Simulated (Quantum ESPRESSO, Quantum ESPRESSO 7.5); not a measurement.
**Nb(100): thickness series by an ASE script**

Aim: how the work function and the surface energy of Nb(100) settle with the number of layers.

Method: plane-wave DFT, PBE, GBRV ultrasoft pseudopotentials, in Quantum ESPRESSO 7.5.

Experimental background.

For Nb (clean (100) face), “Anisotropic work function of elemental crystals” (2019, arxiv:1902.07811) quotes earlier work: work function (clean (100) face) 3.97 eV.

This is a report of a sequence of runs, with most program output left out.

**1. Set-up**

The cell holds 8 atoms: 8 Nb. Cell: a = 3.300 Å, b = 3.300 Å, c = 26.550 Å, α = 90.0°, β = 90.0°, γ = 90.0°. It derives from Nb. Vacuum lies along c.

Structure file:

```
Nb
1.0
     3.30000    0.00000    0.00000
     0.00000    3.30000    0.00000
     0.00000    0.00000   26.55000
Nb
8
Cartesian
  1.6500 1.6500 7.5000
  0.0000 0.0000 9.1500
  1.6500 1.6500 10.8000
  0.0000 0.0000 12.4500
  1.6500 1.6500 14.1000
  0.0000 0.0000 15.7500
  1.6500 1.6500 17.4000
  0.0000 0.0000 19.0500
```

**2. The script**

ASE writes the inputs, starts pw.x and reads the results. Under ESM bc1 the zero of energy of a symmetric slab is the vacuum, so the work function is minus the Fermi level.

The input, run.py:

```python
import json
import numpy as np
from ase.build import bcc100
from ase.calculators.espresso import Espresso, EspressoProfile

profile = EspressoProfile(command='mpirun -n 4 pw.x -nk 4', pseudo_dir='../pseudo')
pseudopotentials = {'Nb': 'nb_pbe_v1.uspp.F.UPF'}
system = {'ecutwfc': 40, 'ecutrho': 200, 'occupations': 'smearing', 'smearing': 'mv', 'degauss': 0.02}


def calculator(name, kpts, **extra):
    data = dict(control=dict(tprnfor=True, verbosity='high', disk_io='none'),
                system=system | extra,
                electrons=dict(conv_thr=1e-07, mixing_beta=0.4, mixing_mode='local-TF',
                               electron_maxstep=100))
    return Espresso(profile=profile, directory=name, pseudopotentials=pseudopotentials, kpts=kpts, input_data=data)


def centre(atoms):
    z = atoms.positions[:, 2]
    atoms.positions[:, 2] -= (z.max() + z.min()) / 2  # ESM wants the slab about z = 0
    return atoms


rows = []
for n in [3, 4, 5, 6, 7, 8]:
    slab = centre(bcc100('Nb', size=(1, 1, n), a=3.3, vacuum=7.5, periodic=True))
    slab.set_initial_magnetic_moments([0.0] * n)
    slab.calc = calculator(f'n{n}', (8, 8, 1), assume_isolated='esm', esm_bc='bc1')
    energy = slab.get_potential_energy()
    work = -slab.calc.get_fermi_level()
    force = slab.get_forces()[-1, 2]
    rows.append([n, energy, work, force])
    print(f'{n} layers: E = {energy:.5f} eV, work function {work:.3f} eV, force on the top atom {force:+.3f} eV/A')

n, energy = np.array(rows)[:, :2].T
slope, offset = np.polyfit(n[1:], energy[1:], 1)
area = np.linalg.norm(np.cross(*slab.cell[:2]))
gamma = offset / (2 * area) * 16.0218
print(f'bulk energy from the slope {slope:.5f} eV an atom; unrelaxed surface energy {gamma:.3f} J/m^2')
json.dump(dict(rows=rows, slope=slope, gamma=gamma), open('result.json', 'w'))
```

Command:

```sh
$ OMP_NUM_THREADS=1 python run.py
```

Wall time 11 min (4 MPI ranks of Arm Neoverse V2, shared host); peak memory 0.98 GiB; 45 min of CPU time.

Numbers from this step:

| Property | Result |
| --- | --- |
| surface energy | 2.693 J/m² |
| work function of the thickest slab | 3.763 eV |

Table of work function by layers:

```csv
layers,work function (eV)
3.00,3.68
4.00,3.77
5.00,3.75
6.00,3.74
7.00,3.75
8.00,3.76
```

Table of force on the top atom along the normal by layers:

```csv
layers,force on the top atom along the normal (eV/Å)
3.00,-1.52
4.00,-0.687
5.00,-1.18
6.00,-1.12
7.00,-0.997
8.00,-1.12
```

The energy less the bulk line's slope by layers:

```csv
layers,energy less the bulk line's slope (meV)
3.00,3537
4.00,3708
5.00,3631
6.00,3606
7.00,3673
8.00,3687
```

**3. Running the series: PBEsol, GBRV ultrasoft**

Level of this step: plane-wave DFT, PBEsol, GBRV ultrasoft pseudopotentials (Quantum ESPRESSO 7.5).

run.py, as its differences from the input of step 2:

```diff
@@ -6,3 +6,3 @@
 profile = EspressoProfile(command='mpirun -n 4 pw.x -nk 4', pseudo_dir='../pseudo')
-pseudopotentials = {'Nb': 'nb_pbe_v1.uspp.F.UPF'}
+pseudopotentials = {'Nb': 'nb_pbesol_v1.uspp.F.UPF'}
 system = {'ecutwfc': 40, 'ecutrho': 200, 'occupations': 'smearing', 'smearing': 'mv', 'degauss': 0.02}
```

Command:

```sh
$ OMP_NUM_THREADS=1 python run.py
```

Elapsed: 9.3 min, on 4 MPI ranks; peak memory 0.97 GiB.

Read from the output:

```
surface energy                     : 3.047 J/m²
work function of the thickest slab : 3.832 eV
```

Work function against layers:

```csv
layers,work function (eV)
3.00,3.75
4.00,3.83
5.00,3.82
6.00,3.81
7.00,3.83
8.00,3.83
```

Table of force on the top atom along the normal by layers:

```csv
layers,force on the top atom along the normal (eV/Å)
3.00,-1.91
4.00,-1.06
5.00,-1.56
6.00,-1.49
7.00,-1.37
8.00,-1.50
```

Energy less the bulk line's slope against layers:

```csv
layers,energy less the bulk line's slope (meV)
3.00,4015
4.00,4189
5.00,4112
6.00,4087
7.00,4154
8.00,4168
```

**4. The arithmetic**

γ = (E_N − N e_bulk)/(2A). The excess of the thickest slab is 3.687 eV and A = 10.890 Å²: 3.687/(2 × 10.890) × 16.02 = 2.71 J/m² (1 eV/Å² = 16.02 J/m²); the fit's intercept gives 2.69.

**5. Summary of results**

```json
{
  "work function of the thickest slab, PBE, GBRV ultrasoft": "3.76 eV",
  "unrelaxed surface energy, PBE, GBRV ultrasoft": "2.69 J/m²",
  "work function of the thickest slab, PBEsol, GBRV ultrasoft": "3.83 eV",
  "unrelaxed surface energy, PBEsol, GBRV ultrasoft": "3.05 J/m²"
}
```

**Reading.** The thickest slab gives a work function of 3.76 eV and the series an unrelaxed surface energy of 2.69 J/m² (PBE, GBRV ultrasoft). The work function swings by 0.09 eV over 3 to 8 layers and by 0.01 eV over the last step; confined states crossing the Fermi level and the finite mesh both contribute. From 3 layers on it stays within 0.1 eV. The force on the top atom of the thickest slab points inwards (1.12 eV/Å). The slabs are cut from the bulk at the tabulated lattice constant and not relaxed; the surface energy comes from a straight line through the energies of all but the thinnest slab.

Computed beside measured:

| quantity | measured | PBE, GBRV | PBEsol, GBRV |
| --- | --- | --- | --- |
| work function (clean (100) face) (eV) | 3.97 | 3.76 (-0.21 eV) | 3.83 (-0.14 eV) |

Measured values from arxiv:1902.07811 (2019).

Verdict: The grades are ours: good and fair within 3 and 7 % for the work function. Other measurements of the same face can differ from the value quoted by 0.1 to 0.2 eV.

[Logs are printed without paths, hosts, clocks, repeated set-up lines and the standing remarks that a program may print on its own settings, such as how far it seeks lower states.]

[Hosts, paths, dates, database ids (printed as entryN), source tags and the programs' standing remarks are cut or masked in the printed files.]

[Maps of the electrostatic potential energy from Ansatz leave out the sawtooth potential of an applied field or a dipole correction, so their vacuum need not be flat; planar profiles and work functions include it.]
